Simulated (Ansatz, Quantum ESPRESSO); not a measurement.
## Equation of state of bcc Mo

How stiff is bcc Mo under hydrostatic load? Each row relaxes cell and atoms at a set pressure. The phase is followed to these pressures whether or not it stays the stable one.

Calculated with Ansatz 0.2.0, PBEsol, PAW files of the set soft_1, cutoff 600 eV, Fermi–Dirac smearing 0.05 eV, k-mesh 19×19×19, no spin polarisation, no spin-orbit coupling.

Reference cell, relaxed at zero pressure with PBEsol (Im-3m): a = 2.7102 Å, b = 2.7102 Å, c = 2.7102 Å, α = 109.47°, β = 109.47°, γ = 109.47°.

```csv
atom,x,y,z
Mo,0.0000,0.0000,0.0000
```

| V (Å³/atom) | V/V0 | P (GPa) | E − E0 (meV/atom) |
| --- | --- | --- | --- |
| 15.5527 | 1.0149 | −3.998 | 2.9 |
| 15.0611 | 0.9829 | 5.008 | 4.1 |
| 14.8213 | 0.9672 | 9.984 | 15.2 |
| 14.5982 | 0.9526 | 15.001 | 32.6 |
| 14.0175 | 0.9147 | 29.999 | 113.2 |

V0 = 15.3239 Å³ an atom, where the residual pressure P0 is +0.007 GPa. **Question.** Fit the Birch–Murnaghan law and give the pressure and the energy at V = 14.3917 Å³ an atom, a row left out above.

With the Eulerian strain f = ½[(V0/V)^(2/3) − 1] and F = (P − P0)/[3f(1 + 2f)^(5/2)], the third-order law is the line F = B0 + (3/2) B0 (B′ − 4) f.

| f | F (GPa) |
| --- | --- |
| 0.03060 | 281.60 |
| 0.01644 | 280.46 |
| 0.01124 | 279.87 |
| 0.00580 | 279.27 |
| −0.00492 | 278.36 |

A straight line through the 5 rows: the means are 0.01183 for f and 279.91 for F, Σ(Δx)² = 0.0006908 and ΣΔxΔy = 0.0641, so the slope is 0.0641/0.0006908 = 92.789 and the intercept 279.91 − (92.789)(0.01183) = 278.81.

Hence B0 = 278.8 GPa and B′ = 4 + (92.8)/(1.5 × 278.8) = 4.22. For the withheld volume f = 0.02136, F = 280.80 GPa and P = 19.99 GPa. The run itself gives 20.00 GPa, so the estimate misses by 0.01 GPa, a rounding's worth.

Integrating the same law gives E − E0 = (9/2) B0 V0 f²[1 + (B′ − 4) f] + P0(V0 − V), with 1 GPa Å³ = 6.2415 meV: 55.1 meV an atom. The run itself gives 55.1 meV, so the estimate misses by 0.0 meV, a rounding's worth.

The same fit over all rows at other levels or in other programs gives B0 = 280 GPa with PBEsol (Quantum ESPRESSO, GBRV).

[Logs are printed without paths, hosts, clocks, repeated set-up lines and the standing remarks that a program may print on its own settings, such as how far it seeks lower states.]
